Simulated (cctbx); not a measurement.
# Interatomic vectors of LuP3

Space group P6_3/mmc (no. 194), a = 5.8760 Å, b = 5.8760 Å, c = 5.4420 Å, α = 90.00°, β = 90.00°, γ = 120.00°, content Lu2 P6.

Simulated single-crystal data (cctbx): Mo Kα, λ = 0.71073 Å, to d = 0.7 Å, 50 % of the full sphere, strongest reflection 70000 counts, noise from counting, a 2 % proportional error and a noise floor of 2 counts (s.d.); no absorption.

Patterson synthesis from sharpened amplitudes, origin scaled to 1000:

```text
Patterson group P 6/m m m
      u       v       w   height  length (A)
  0.000   0.000   0.000   1000.0     0.00
  0.333   0.667   0.500    447.0     4.35
  0.069   0.535   0.000    115.2     2.96
  0.134   0.268   0.500    113.5     3.04
  0.084   0.168   0.098     47.4     1.01
  0.000   0.000   0.178     41.6     0.97
  0.056   0.111   0.156     40.1     1.02
  0.000   0.125   0.125     35.7     1.00
  0.290   0.581   0.324     29.6     4.04
  0.168   0.584   0.403     28.6     3.76
  0.000   0.406   0.146     27.7     2.51
  0.234   0.467   0.419     23.2     3.29
  0.083   0.466   0.317     23.2     3.06
  0.333   0.667   0.323     20.8     3.82
```

Q: Assign the vectors.

A peak at u stands for all pairs with xi − xj = u, with weight Σ ZiZj against Σ Z² = 11432 at the origin. Peak heights follow these weights only roughly, since form factors, motion and series ripples differ, all vectors within 0.55 Å of a peak are counted as merged into it though the farther ones add only part of their weight, and F(000) is left out, which lowers the whole map:

| u | v | w | shortest length (Å) | height | 1000 ΣZiZj/ΣZ² | pairs in the cell |
| --- | --- | --- | --- | --- | --- | --- |
| 0.333 | 0.667 | 0.500 | 4.35 | 447 | 441 | 1 × Lu–Lu |
| 0.069 | 0.535 | 0.000 | 2.96 | 115 | 186 | 2 × Lu–P |
| 0.134 | 0.268 | 0.500 | 3.04 | 114 | 186 | 2 × Lu–P |
| 0.084 | 0.168 | 0.098 | 1.01 | 47 | 0 | none within 0.55 Å |

The table stops at ten peaks or at a height of 45, below which ripples compete. In the model behind the data Lu, the heaviest element, has 1 independent site: (2/3, 1/3, 1/4), up to an allowed shift of origin; the Lu–Lu vectors are differences of these positions and their symmetry mates. The whole model:

| atom | mult. | x | y | z | Ueq (Å²) |
| --- | --- | --- | --- | --- | --- |
| Lu1 | 2 | 2/3 | 1/3 | 1/4 | 0.0072 |
| P1 | 6 | 0.7982 | 0.2018 | 3/4 | 0.0121 |

The model is made up (kin elements in a known structure type, no relaxation), so it says nothing on whether the phase exists.

[Logs are printed without paths, hosts, clocks, repeated set-up lines and the standing remarks that a program may print on its own settings, such as how far it seeks lower states.]
